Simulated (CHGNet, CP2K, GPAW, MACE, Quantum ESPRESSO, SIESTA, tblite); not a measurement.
**Other levels on random packing of W67B25N7 (at. %) (67 atoms)**

Density of this cell: 16.3 g/cm³. The cell holds 67 atoms: 45 W, 17 B and 5 N. Its edges and angles: a = 9.548 Å, b = 9.548 Å, c = 9.548 Å, α = 90.0°, β = 90.0°, γ = 90.0°. 67 atoms (45 W, 17 B, 5 N) packed at random in a cube at 16.3 g/cm³ and pushed apart as soft spheres; a start for melting by ab initio MD, not an equilibrated structure. Then every atom was moved at random, 0.05 Å r.m.s. a Cartesian component.

Geometry: as built.

The reference, a calculation:

```
method                 : Kohn-Sham DFT, PBE, SSSP efficiency 1.3.0 pseudopotentials, plane waves (Quantum ESPRESSO 7.5); sssp-pbe-1.3.0-efficiency, cutoffs 60/480 Ry, Γ point
r.m.s. force component : 3.624 eV/Å
longest force          : 12.55 eV/Å
pressure               : 54.22 GPa
time                   : 3.7 min on 4 MPI ranks of Arm Neoverse V1, shared host
CPU time               : 15 min
```

Runs, in no order:
A. SIESTA PBE, DZP, shift 0.01 Ry, mesh 500 Ry: Kohn-Sham DFT, PBE, PseudoDojo 0.4.1 norm-conserving pseudopotentials (converted to PSML), numerical atomic orbitals (DZP), diagonalisation
B. MACE MP-0b2 small potential: machine-learned interatomic potential MACE MP-0b2 small, trained on PBE(+U) plane-wave data
C. CP2K PBE, DZVP-MOLOPT-SR, 600/50 Ry, diagonalisation: Kohn-Sham DFT, PBE, GTH-PBE pseudopotentials, Gaussian and plane waves, DZVP-MOLOPT-SR-GTH, diagonalisation
D. GPAW PBE, plane waves 600 eV: Kohn-Sham DFT, PBE, PAW, plane waves

Q: Order them from the smallest to the largest r.m.s. force difference.

D, C, A, B.

| run | Δ force, r.m.s. (meV/Å) | share of r.m.s. force (%) | CPU time |
| --- | --- | --- | --- |
| D. GPAW PBE, plane waves 600 eV | 70.4 | 1.94 | 11 min |
| C. CP2K PBE, DZVP-MOLOPT-SR, 600/50 Ry, diagonalisation | 172 | 4.75 | 13 min |
| A. SIESTA PBE, DZP, shift 0.01 Ry, mesh 500 Ry | 442 | 12.2 | 17 min |
| B. MACE MP-0b2 small potential | 970 | 26.8 | 6 s |

Machine-learned potentials mimic data converged in k, so the reference's own k-point error enters their differences. The runs have no spin polarisation, so any moments at edges, vacancies or dangling bonds can't form. The electronic-structure runs sample only Γ, in a cell whose shortest periodic width is 10 Å, which is coarse for a cell with partly filled levels.

[Logs are printed without paths, hosts, clocks, repeated set-up lines and the standing remarks that a program may print on its own settings, such as how far it seeks lower states.]

[Hosts, paths, dates, database ids (printed as entryN), source tags and the programs' standing remarks are cut or masked in the printed files.]
